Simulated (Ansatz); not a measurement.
## One crystal, many levels of theory: LaVO4 (P2_1/c)

Wanted: a ladder of band gaps for LaVO4 (P2_1/c), from density functionals to G0W0.

Program: Ansatz 0.2.0. Level of theory: density functionals, hybrids and G0W0, plane waves, PAW. Results are calculated unless marked as measured.

**What was measured.**

- Gap 3.5 ± 0.2 eV: earlier reported experimental gap; powder (literature value) (quoted in “Structural phase transition and its consequences on optical behavior of LaV1-xNbxO4”, 2021, arxiv:2102.02442).

- Gap 3.4 eV: indirect optical gap from Tauc plot; diffuse reflectance, Kubelka-Munk; 300 K; powder (solid-state reaction, sintered at 1250 C) (“Structural phase transition and its consequences on optical behavior of LaV1-xNbxO4”, 2021, arxiv:2102.02442).

This is a report of a sequence of runs, with most program output left out.

In doubt: masses and optical values from hybrid runs of this build are listed as unsure (step 8), which bears on the screening that GW takes from such a start.

## Step 1: Set-up

Symmetry: P2_1/c, No. 14, monoclinic system. The conventional cell has a = 6.725 Å, b = 7.283 Å, c = 8.399 Å, α = 90.00°, β = 125.80°, γ = 90.00°. Nearest to La lie 9 O at 2.49 to 2.89 Å. V has 4 O at 1.70 to 1.72 Å nearest. Nearest to O lie 1 V at 1.72 Å and 2 La at 2.49 to 2.53 Å. Nearest to O lie 1 V at 1.70 Å and 2 La at 2.50 to 2.53 Å. O has 1 V at 1.70 Å and 2 La at 2.52 to 2.68 Å nearest. Nearest to O lie 1 V at 1.72 Å and 3 La at 2.56 to 2.89 Å. Farther neighbours and most contacts between anions are not listed.

The cell and positions come from the Crystallography Open Database and are kept as given unless a step says otherwise. Spin-orbit coupling is left out unless a step names it. The default PAW set here is soft_2. Its files were made with PBE.

## Step 2: LDA on the 4×4×4 mesh

This step: DFT, LDA, plane waves, PAW.

Contents of input.yaml:

```yaml
crystal:
  lattice:
    - [6.725, 0.0, 0.0]
    - [0.0, 7.2827, 0.0]
    - [-4.9123006198, 0.0, 6.8121466218]
  atoms:
    - { symbol: La, position: [0.827399, 0.157198, 0.723776] }
    - { symbol: La, position: [0.172601, 0.657198, 0.776224] }
    - { symbol: La, position: [0.172601, 0.842802, 0.276224] }
    - { symbol: La, position: [0.827399, 0.342802, 0.223776] }
    - { symbol: V, position: [0.31429, 0.16481, 0.69917] }
    - { symbol: V, position: [0.68571, 0.66481, 0.80083] }
    - { symbol: V, position: [0.68571, 0.83519, 0.30083] }
    - { symbol: V, position: [0.31429, 0.33519, 0.19917] }
    - { symbol: O, position: [0.8171, 0.4979, 0.7446] }
    - { symbol: O, position: [0.1829, 0.9979, 0.7554] }
    - { symbol: O, position: [0.1829, 0.5021, 0.2554] }
    - { symbol: O, position: [0.8171, 0.0021, 0.2446] }
    - { symbol: O, position: [0.6098, 0.2795, 0.3821] }
    - { symbol: O, position: [0.3902, 0.7795, 0.1179] }
    - { symbol: O, position: [0.3902, 0.7205, 0.6179] }
    - { symbol: O, position: [0.6098, 0.2205, 0.8821] }
    - { symbol: O, position: [0.6587, 0.895, 0.4829] }
    - { symbol: O, position: [0.3413, 0.395, 0.0171] }
    - { symbol: O, position: [0.3413, 0.105, 0.5171] }
    - { symbol: O, position: [0.6587, 0.605, 0.9829] }
    - { symbol: O, position: [0.8898, 0.8436, 0.8857] }
    - { symbol: O, position: [0.1102, 0.3436, 0.6143] }
    - { symbol: O, position: [0.1102, 0.1564, 0.1143] }
    - { symbol: O, position: [0.8898, 0.6564, 0.3857] }
kpoints:
  mp_grid: { grid: [4, 4, 4] }
  band_path:
    path:
      - [0.0, 0.0, 0.0]
      - [0.0, 0.5, 0.0]
      - [0.0, 0.5, 0.5]
      - [0.0, 0.0, 0.5]
      - [-0.5, 0.0, 0.5]
      - [-0.5, 0.5, 0.5]
      - [-0.5, 0.5, 0.0]
      - [-0.5, 0.0, 0.0]
      - [-0.5, 0.35, 0.0]
      - [-0.5, 0.1, 0.0]
    npoints: 1
hamiltonian:
  xc: lda
scf:
  occupations: { method: fixed }
  n_extra_bands: 12
output:
  eigenvalues: true
  forces: true
  stress: true
```

On the command line:

```bash
$ ansatz run input.yaml --threads 24 --pin off --max-ram 82944MiB --backend cuda --events-out ev --progress --plain --runs-dir out --devices 1 --max-vram 78GiB
```

Run time: 3.2 s. Hardware: 1 × NVIDIA GB200 (shared by 2 runs) with 24 threads of Arm Neoverse V2, shared host; peak memory 1.1 GiB; 6 s of CPU time.

This step gave:

| Quantity | Value |
| --- | --- |
| pressure | -6.724 GPa |
| gap | 3.482 eV |
| valence top at | Y_2 |
| conduction bottom at | k = (-0.500, 0.350, 0.000) |
| least direct gap | 3.572 eV |

Over mesh and listed points the gap is 3.482 eV, from k = (-0.500, 0.000, 0.000) to k = (-0.500, 0.350, 0.000). The least direct gap found is 3.572 eV, at k = (-0.500, 0.100, 0.000). On the 4×4×4 mesh alone the same run gives 3.493 eV, so that mesh misses an edge of LDA: 3.493 − 3.482 = +0.011 eV. The pressure in this cell is -7 GPa; the cell is kept.

## Step 3: r2SCAN on the 4×4×4 mesh

Levels along a band path and on the mesh show where this functional puts the band edges.

This step: DFT, r2SCAN, plane waves, PAW.

Edit input.yaml of step 2 so:

```diff
@@ -38,13 +38,14 @@
       - [0.0, 0.0, 0.5]
+      - [0.0, 0.0, 0.0]
       - [-0.5, 0.0, 0.5]
       - [-0.5, 0.5, 0.5]
+      - [0.0, 0.5, 0.0]
       - [-0.5, 0.5, 0.0]
       - [-0.5, 0.0, 0.0]
-      - [-0.5, 0.35, 0.0]
-      - [-0.5, 0.1, 0.0]
-    npoints: 1
+      - [0.0, 0.0, 0.0]
+    npoints: 10
 hamiltonian:
-  xc: lda
+  xc: r2scan
 scf:
-  occupations: { method: fixed }
+  occupations: { method: fermi_dirac, width: 0.02 }
   n_extra_bands: 12
```

Elapsed: 8.2 s, on 1 × NVIDIA GB200 (shared by 2 runs) with 24 threads; peak memory 1.6 GiB; 58 s of CPU time.

Numbers from this step:

```yaml
pressure: -0.3421 GPa
filled_bands: 96
gap: 3.913 eV
valence_top_at: Y_2
conduction_bottom_at: k = (-0.500, 0.350, 0.000)
least_direct_gap: 3.997 eV
```

Over mesh and path the gap is 3.913 eV, from k = (-0.500, 0.000, 0.000) to k = (-0.500, 0.350, 0.000). The least direct gap found is 3.997 eV, at k = (-0.500, 0.100, 0.000). On the 4×4×4 mesh alone the same run gives 3.920 eV, so that mesh misses an edge of r2SCAN: 3.920 − 3.913 = +0.007 eV. r2SCAN against LDA: 3.913 − 3.482 = +0.431 eV. The runs also differ in plane-wave cutoff (420 eV and 500 eV), so how much of this comes from the functional alone is not known.

## Step 4: r2SCAN+SOC on the 4×4×4 mesh

This run has two-component orbitals with spin-orbit coupling.

This step: DFT, r2SCAN with spin-orbit coupling, plane waves, PAW.

Edit input.yaml of step 3 so:

```diff
@@ -38,10 +38,9 @@
       - [0.0, 0.0, 0.5]
-      - [0.0, 0.0, 0.0]
       - [-0.5, 0.0, 0.5]
       - [-0.5, 0.5, 0.5]
-      - [0.0, 0.5, 0.0]
       - [-0.5, 0.5, 0.0]
       - [-0.5, 0.0, 0.0]
-      - [0.0, 0.0, 0.0]
-    npoints: 10
+      - [-0.5, 0.35, 0.0]
+      - [-0.5, 0.1, 0.0]
+    npoints: 1
 hamiltonian:
@@ -49,4 +48,7 @@
 scf:
-  occupations: { method: fermi_dirac, width: 0.02 }
-  n_extra_bands: 12
+  occupations: { method: fixed }
+  n_extra_bands: 24
+magnetization:
+  noncollinear: true
+  spin_orbit: true
 output:
```

It took 8.8 s on 1 × NVIDIA GB200 (shared by 2 runs) with 24 threads; peak memory 2.4 GiB; 57 s of CPU time.

This step gave:

```
pressure             : -0.3461 GPa
gap                  : 3.913 eV
valence top at       : Y_2
conduction bottom at : k = (-0.500, 0.350, 0.000)
least direct gap     : 3.996 eV
```

Over mesh and listed points the gap is 3.913 eV, from k = (-0.500, 0.000, 0.000) to k = (-0.500, 0.350, 0.000). The least direct gap found is 3.996 eV, at k = (-0.500, 0.100, 0.000). On the 4×4×4 mesh alone the same run gives 3.920 eV, so that mesh misses an edge of r2SCAN+SOC: 3.920 − 3.913 = +0.007 eV. r2SCAN+SOC against r2SCAN: 3.913 − 3.913 = +0.000 eV, with the same mesh, set of files (read in its fully relativistic form for the spin-orbit run) and cutoff, and both edges at the same k points. The spin-orbit run sees mesh and listed points alone, so its gap is an upper bound: the coupling can move an edge off these points, and the change over the zone, its sign included where it is small, is not known.

## Step 5: HSE06 on the 4×2×2 mesh

HSE06 mixes in a quarter of exact exchange at short range.

This step: DFT, HSE06, plane waves, PAW.

Edit input.yaml of step 4 so:

```diff
@@ -31,3 +31,3 @@
 kpoints:
-  mp_grid: { grid: [4, 4, 4] }
+  mp_grid: { grid: [4, 2, 2] }
   band_path:
@@ -46,12 +46,7 @@
 hamiltonian:
-  xc: r2scan
+  xc: hse06
 scf:
   occupations: { method: fixed }
-  n_extra_bands: 24
-magnetization:
-  noncollinear: true
-  spin_orbit: true
+  n_extra_bands: 12
 output:
   eigenvalues: true
-  forces: true
-  stress: true
```

Run time: 27 s. Hardware: 1 × NVIDIA GB200 (shared by 2 runs) with 24 threads; peak memory 2.6 GiB; 4.7 min of CPU time.

This step gave:

```
gap                     : 5.123 eV
valence top at          : Y_2
conduction bottom at    : k = (-0.500, 0.350, 0.000)
least direct gap        : 5.224 eV
exact-exchange fraction : 0.25
```

Over mesh and listed points the gap is 5.123 eV, from k = (-0.500, 0.000, 0.000) to k = (-0.500, 0.350, 0.000). The least direct gap found is 5.224 eV, at k = (-0.500, 0.100, 0.000). On the 4×2×2 mesh alone the same run gives 5.144 eV, so that mesh misses an edge of HSE06: 5.144 − 5.123 = +0.021 eV. HSE06 against LDA: 5.123 − 3.482 = +1.641 eV. The runs also differ in mesh (4×4×4 and 4×2×2), so how much of this comes from the functional alone is not known.

## Step 6: PBE0 on the 4×2×2 mesh

PBE0 mixes in a quarter of exact exchange at all distances.

This step: DFT, PBE0, plane waves, PAW.

Edit input.yaml of step 5 so:

```diff
@@ -46,3 +46,3 @@
 hamiltonian:
-  xc: hse06
+  xc: pbe0
 scf:
```

The job ended after 28 s (1 × NVIDIA GB200 (shared by 2 runs) with 24 threads; peak memory 2.8 GiB; 4.9 min of CPU time).

Numbers from this step:

```
gap                     : 5.896 eV
valence top at          : Y_2
conduction bottom at    : k = (-0.500, 0.350, 0.000)
least direct gap        : 5.999 eV
exact-exchange fraction : 0.25
```

Over mesh and listed points the gap is 5.896 eV, from k = (-0.500, 0.000, 0.000) to k = (-0.500, 0.350, 0.000). The least direct gap found is 5.999 eV, at k = (-0.500, 0.100, 0.000). On the 4×2×2 mesh alone the same run gives 5.918 eV, so that mesh misses an edge of PBE0: 5.918 − 5.896 = +0.022 eV. PBE0 against HSE06: 5.896 − 5.123 = +0.773 eV, with the same mesh, files and cutoff, and both edges at the same k points.

## Step 7: G0W0@r2SCAN, 2×2×2 mesh, 995 empty bands, screening to 120 eV

G0W0 replaces the xc potential by a self-energy built once from the orbitals of the start. Levels are corrected in the window of bands that the input names, at points of the mesh.

This step: G0W0 on r2SCAN, plane waves, PAW.

Edit input.yaml of step 6 so:

```diff
@@ -31,22 +31,12 @@
 kpoints:
-  mp_grid: { grid: [4, 2, 2] }
-  band_path:
-    path:
-      - [0.0, 0.0, 0.0]
-      - [0.0, 0.5, 0.0]
-      - [0.0, 0.5, 0.5]
-      - [0.0, 0.0, 0.5]
-      - [-0.5, 0.0, 0.5]
-      - [-0.5, 0.5, 0.5]
-      - [-0.5, 0.5, 0.0]
-      - [-0.5, 0.0, 0.0]
-      - [-0.5, 0.35, 0.0]
-      - [-0.5, 0.1, 0.0]
-    npoints: 1
+  mp_grid: { grid: [2, 2, 2] }
 hamiltonian:
-  xc: pbe0
+  xc: r2scan
 scf:
   occupations: { method: fixed }
-  n_extra_bands: 12
-output:
-  eigenvalues: true
+gw:
+  n_empty_bands: 995
+  ecut_chi: 120.0
+  qp_bands: [v4, c4]
+  qp_kpoints: band_edges
+  screening: { model: contour_deformation }
```

Wall time 22 s (1 × NVIDIA GB200 (shared by 2 runs) with 24 threads); peak memory 5.2 GiB; 75 s of CPU time.

Numbers from this step:

```yaml
bands_summed: 1091
rpa_eps_infinity_on_this_mesh_eigenvalues: 3.791, 3.822, 4.307
plane_waves_in_the_screening_matrix: 987
g0w0_gap_over_the_corrected_points: 5.775 eV
k_of_the_valence_top: -0.5, 0, 0
k_of_the_conduction_bottom: -0.5, -0.5, 0
starting_gap_on_the_mesh: 3.930 eV
z_at_the_valence_top: 0.7470
z_at_the_conduction_bottom: 0.7460
least_direct_g0w0_gap_over_the_corrected_points: 5.873 eV
```

Over all 8 irreducible mesh points the G0W0 gap is 5.775 eV, from k = (-0.500, 0.000, 0.000) to k = (-0.500, -0.500, 0.000). The r2SCAN gap of this run on the mesh is 3.930 eV. The two states that bound the G0W0 gap lie that far apart at the start, so the correction of the gap is 5.775 − 3.930 = +1.845 eV.

## Step 8: G0W0@HSE06, 2×2×2 mesh, 462 empty bands, screening to 72 eV

This step: G0W0 on HSE06, plane waves, PAW.

Edit input.yaml of step 7 so:

```diff
@@ -33,3 +33,3 @@
 hamiltonian:
-  xc: r2scan
+  xc: hse06
 scf:
@@ -37,4 +37,4 @@
 gw:
-  n_empty_bands: 995
-  ecut_chi: 120.0
+  n_empty_bands: 462
+  ecut_chi: 72
   qp_bands: [v4, c4]
```

The job ended after 47 s (1 × NVIDIA GB200 (shared by 2 runs) with 24 threads; peak memory 2.9 GiB; 3.2 min of CPU time).

This step gave:

* bands summed: 558
* RPA ε∞ on this mesh (eigenvalues): 3.385, 3.401, 3.795
* plane waves in the screening matrix: 453
* G0W0 gap over the corrected points: 6.196 eV
* k of the valence top: -0.5, 0, 0
* k of the conduction bottom: -0.5, -0.5, 0
* starting gap on the mesh: 5.144 eV
* Z at the valence top: 0.7799
* Z at the conduction bottom: 0.7805
* least direct G0W0 gap over the corrected points: 6.324 eV

Over all 8 irreducible mesh points the G0W0 gap is 6.196 eV, from k = (-0.500, 0.000, 0.000) to k = (-0.500, -0.500, 0.000). The HSE06 gap of this run on the mesh is 5.144 eV. The two states that bound the G0W0 gap lie that far apart at the start, so the correction of the gap is 6.196 − 5.144 = +1.052 eV. G0W0@HSE06 against G0W0@r2SCAN with 558 bands (a further run, in the table below): 6.196 − 5.882 = +0.314 eV. The runs also differ in plane-wave cutoff (500 eV and 420 eV), so how much of this comes from the start alone is not known.

## Step 9: G0W0@LDA, 2×2×2 mesh, 462 empty bands, screening to 72 eV

This step: G0W0 on LDA, plane waves, PAW.

Edit input.yaml of step 8 so:

```diff
@@ -33,3 +33,3 @@
 hamiltonian:
-  xc: hse06
+  xc: lda
 scf:
```

It took 7.9 s on 1 × NVIDIA GB200 (shared by 2 runs) with 24 threads; peak memory 2.1 GiB; 22 s of CPU time.

This step gave:

```yaml
bands_summed: 558
rpa_eps_infinity_on_this_mesh_eigenvalues: 4.263, 4.295, 4.872
plane_waves_in_the_screening_matrix: 453
g0w0_gap_over_the_corrected_points: 5.867 eV
k_of_the_valence_top: -0.5, 0, 0
k_of_the_conduction_bottom: -0.5, -0.5, 0
starting_gap_on_the_mesh: 3.497 eV
z_at_the_valence_top: 0.7387
z_at_the_conduction_bottom: 0.7414
least_direct_g0w0_gap_over_the_corrected_points: 5.970 eV
```

Over all 8 irreducible mesh points the G0W0 gap is 5.867 eV, from k = (-0.500, 0.000, 0.000) to k = (-0.500, -0.500, 0.000). The LDA gap of this run on the mesh is 3.497 eV. The two states that bound the G0W0 gap lie that far apart at the start, so the correction of the gap is 5.867 − 3.497 = +2.370 eV. G0W0@LDA against G0W0@HSE06 with 558 bands: 5.867 − 6.196 = −0.329 eV, with the same mesh, files and cutoffs, and both edges at the same k points. The program marks 20 of the 64 corrected levels as in doubt (energies apart), neither edge state among them.

[end of part 1 of 2]

[Paths, hosts, dates, memory and timing lines, banners, echoed tables and standing remarks are left out of the program output.]

[Logs are printed without paths, hosts, clocks, repeated set-up lines and the standing remarks that a program may print on its own settings, such as how far it seeks lower states.]

[Runs of the session that timed out or met a known fault of the program may be left out.]

[Cells called generated may have been cut or substituted from an entry of the Crystallography Open Database or the Materials Project.]

[Hosts, paths, dates, database ids (printed as entryN), source tags and the programs' standing remarks are cut or masked in the printed files.]

[Where an RPA ε∞ is given, it is that of the G0W0 mesh and is not shown converged in it. Names of k-points follow the symmetry that the program found, which can be lower than the space group named. Band edges on a path are those of the sampled points; other points can move an edge, and change direct to indirect where valleys lie close.]

[Hybrid gaps are those of their k-mesh and are not shown converged in it.]
